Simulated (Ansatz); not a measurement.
# N_S in MgS (F-43m): charge-transition levels and formation energies, part 2 of 2

Wanted: the transition levels of a substitutional impurity in MgS (F-43m), from a cell of 32 host atoms with 1 S taken out and 1 N put in.

Ansatz; place-levels on PBEsol runs: charge-transition levels and formation energies with image-charge correction and potential alignment at the atomic sites.

So far. Step 6 (Levels against the band edges, PBEsol, k-mesh 1x1x1 …): Under PBEsol the gap is 3.32 eV, (0/−1) 0.57 eV; the stage before (PBEsol, at other k-points) gave a gap of 3.32 eV and levels within 0.10 eV of these.

### 7. place-levels, PBEsol, k-mesh 1x1x1 zone corner

The energy is taken again at a 1×1×1 shifted mesh, on the same structure.

The input, qm1.s2/input.yaml:

```yaml
crystal:
  checkpoint: "../qm1.relax.run"
  host: checkpoint
total_charge: -1
basis:
  ecutwfc: 420
  xc_grid: 2
hamiltonian:
  xc: pbesol
kpoints:
  mp_grid: { grid: [1, 1, 1], shift: [0.5, 0.5, 0.5] }
scf:
  occupations: { method: fermi_dirac, width: 0.01 }
  max_iter: 100
output:
  forces: true
  eigenvalues: true
  charged_corrections:
    epsilon: 4.14
    static_epsilon: 6.69
    defect_position: [0.5, 0.5, 0.25]
checkpoint:
  read: "../qm1.relax.run"
  write: "../qm1.s2.run"
  compress: false
  write_wavefunctions: false
  write_every: 100000
```

It took 3.2 s on 4 threads of Arm Neoverse V2, shared host; peak memory 0.94 GiB; 11 s of CPU time.

The input, levels.s2.yaml:

```yaml
host:
  run: host.s2.run
  levels_from: { run: edges.s2.run }
states: [qm1.s2.run, q0_M1.s2.run]
geometry_from:
  qm1.s2.run: qm1.relax.run
  q0_M1.s2.run: q0_M1.relax.run
chemical_potentials:
  S:
    energy: -884.879081
    dataset: "<sha256 of the dataset>"
  "N":
    energy: -378.471758
    dataset: "<sha256 of the dataset>"
```

Command:

```console
> ansatz place-levels levels.s2.yaml -- --threads 4 --pin off --max-ram 13189MiB
```

Numbers of over 12 decimals in the logs are rounded to 6 here.

Log:

```text
(0/-1) 0.468 eV above the valence edge, 2.852 eV under the conduction edge
formation energy of charge 0: +3.931 eV with the Fermi level at the valence edge
formation energy of charge -1: +4.399 eV with the Fermi level at the valence edge
[...]
[... the lines on each state left out ...]
```

Run time: 0.1 s. Hardware: 4 threads.

Under PBEsol the gap is 3.32 eV, (0/−1) 0.47 eV; the stage before (PBEsol, at other k-points) gave a gap of 3.32 eV and levels within 0.10 eV of these.

### 8. place-levels, PBEsol, k-mesh 2x2x2 Gamma

The energy is taken again at a 2×2×2 Γ-centred mesh, on the same structure.

qm1.s3/input.yaml, as its differences from qm1.s2/input.yaml of step 7:

```diff
@@ -10,3 +10,3 @@
 kpoints:
-  mp_grid: { grid: [1, 1, 1], shift: [0.5, 0.5, 0.5] }
+  mp_grid: { grid: [2, 2, 2] }
 scf:
@@ -23,3 +23,3 @@
   read: "../qm1.relax.run"
-  write: "../qm1.s2.run"
+  write: "../qm1.s3.run"
   compress: false
```

The job ended after 17 s (4 threads; peak memory 2.5 GiB; 62 s of CPU time).

The input, levels.s3.yaml:

```yaml
host:
  run: host.s3.run
  levels_from: { run: edges.s3.run }
states: [qm1.s3.run, q0_M1.s3.run]
geometry_from:
  qm1.s3.run: qm1.relax.run
  q0_M1.s3.run: q0_M1.relax.run
chemical_potentials:
  S:
    energy: -884.879081
    dataset: "<sha256 of the dataset>"
  "N":
    energy: -378.471758
    dataset: "<sha256 of the dataset>"
```

Command:

```console
> ansatz place-levels levels.s3.yaml -- --threads 4 --pin off --max-ram 13189MiB
```

Log:

```text
(0/-1) 0.537 eV above the valence edge, 2.783 eV under the conduction edge
formation energy of charge 0: +3.882 eV with the Fermi level at the valence edge
formation energy of charge -1: +4.419 eV with the Fermi level at the valence edge
[...]
[... the lines on each state left out ...]
```

Elapsed: 0.1 s, on 4 threads.

Under PBEsol the gap is 3.32 eV, (0/−1) 0.54 eV; the stage before (PBEsol, at other k-points) gave a gap of 3.32 eV and levels within 0.07 eV of these.

### 9. Placing the levels, PBEsol, k-mesh 3x3x3 Gamma

The energy is taken again at a 3×3×3 Γ-centred mesh, on the same structure.

qm1.s4/input.yaml, as its differences from qm1.s3/input.yaml of step 8:

```diff
@@ -10,3 +10,3 @@
 kpoints:
-  mp_grid: { grid: [2, 2, 2] }
+  mp_grid: { grid: [3, 3, 3] }
 scf:
@@ -23,3 +23,3 @@
   read: "../qm1.relax.run"
-  write: "../qm1.s3.run"
+  write: "../qm1.s4.run"
   compress: false
```

It took 56 s on 4 threads; peak memory 2.9 GiB.

The input, levels.s4.yaml:

```yaml
host:
  run: host.s4.run
  levels_from: { run: edges.s4.run }
states: [qm1.s4.run, q0_M1.s4.run]
geometry_from:
  qm1.s4.run: qm1.relax.run
  q0_M1.s4.run: q0_M1.relax.run
chemical_potentials:
  S:
    energy: -884.879081
    dataset: "<sha256 of the dataset>"
  "N":
    energy: -378.471758
    dataset: "<sha256 of the dataset>"
```

Command:

```console
> ansatz place-levels levels.s4.yaml -- --threads 4 --pin off --max-ram 13189MiB
```

Log:

```text
(0/-1) 0.528 eV above the valence edge, 2.793 eV under the conduction edge
formation energy of charge 0: +3.890 eV with the Fermi level at the valence edge
formation energy of charge -1: +4.418 eV with the Fermi level at the valence edge
[...]
[... the lines on each state left out ...]
```

The job ended after 0.11 s (4 threads).

Under PBEsol the gap is 3.32 eV, (0/−1) 0.53 eV; the stage before (PBEsol, at other k-points) gave a gap of 3.32 eV and levels within 0.01 eV of these.

### 10. Side by side

Levels between neighbouring charges, in eV above each run's own valence top:

```
                            gap (eV)  (0/−1)  CPU time a state at this stage (restarts are quicker than cold starts)
PBEsol, 2×2×2 shifted mesh      3.32    0.51                                                                 2.2 min
        k-mesh 1x1x1 Gamma      3.32    0.68                                                                   7.4 s
k-mesh 1x1x1 quarter point      3.32    0.57                                                                    33 s
  k-mesh 1x1x1 zone corner      3.32    0.47                                                                    19 s
        k-mesh 2x2x2 Gamma      3.32    0.54                                                                 1.8 min
        k-mesh 3x3x3 Gamma      3.32    0.53                                                                 6.5 min
```

Cost of the single points in the series (mean over the states), on Arm Neoverse V2, shared host:

```
                   setting  threads  wall time  peak memory (GiB)  SCF cycles  plane waves
        k-mesh 1x1x1 Gamma        4      2.1 s                1.0           2        14171
k-mesh 1x1x1 quarter point        4      8.7 s                1.5           8        14171
  k-mesh 1x1x1 zone corner        4      5.1 s                1.4           8        14171
        k-mesh 2x2x2 Gamma        4       29 s                3.1           8        14171
        k-mesh 3x3x3 Gamma        4       99 s                3.7           8        14171
```

### 11. Summary of results

| Item | Value |
| --- | --- |
| gap of the host | 3.32 eV (PBEsol) |
| level (0/minus 1) | 0.51 eV above the valence top |
| lowest of the charges placed, just above the valence top (0.02 eV) | 0 |
| lowest of the charges placed, just below the conduction bottom (0.02 eV) | −1 |
| lowest formation energy at mid-gap of the charges run, Mg-rich | -0.07 eV |
| lowest formation energy at mid-gap of the charges run, S-rich | 2.76 eV |

Of the charges placed (−1 and 0), the lowest changes at 0.51 eV (0/−1) above the valence top, in a gap of 3.32 eV. Charges above 0 and below −1 were not placed, so these runs say nothing of levels that involve them. States placed: 0 at 1 μB; −1 at 0 μB. Other spin states or structures, where not listed, weren't placed. Against the last setting (k-mesh 3x3x3 Gamma) the levels differ by up to 0.15 eV at k-mesh 1x1x1 Gamma, 0.04 eV at k-mesh 1x1x1 quarter point, 0.06 eV at k-mesh 1x1x1 zone corner, 0.01 eV at k-mesh 2x2x2 Gamma; coarse members of the series are not the defect's levels. N is taken at its element; compounds, which aren't counted here, bound the chemical potentials and would shift these formation energies. Going from the zone centre alone to a 2×2×2 shifted mesh moves the levels that carry no band-filling term by up to 0.16 eV and formation energies against the elements by up to 0.11 eV. The program doubts the alignment of potentials for at least one state, a sign that the cell is small. Limits: PBEsol makes the gap too small and tends to spread out bound carriers; where a gas molecule sets a chemical potential or the host's formation energy, its binding is uncorrected.

[Logs are printed without paths, hosts, clocks, repeated set-up lines and the standing remarks that a program may print on its own settings, such as how far it seeks lower states.]

[Hosts, paths, dates, database ids (printed as entryN), source tags and the programs' standing remarks are cut or masked in the printed files.]

[Where a table of states has a column of steps, it counts the stored structures, which are thinned; the runs took as many ionic steps or more.]

[A defect's name tells the site on which it was built; relaxed atoms can leave that site.]

[For some hosts the program warned that the k-mesh of the response run may be too coarse for force constants and the static dielectric constant; such warnings are not shown here.]
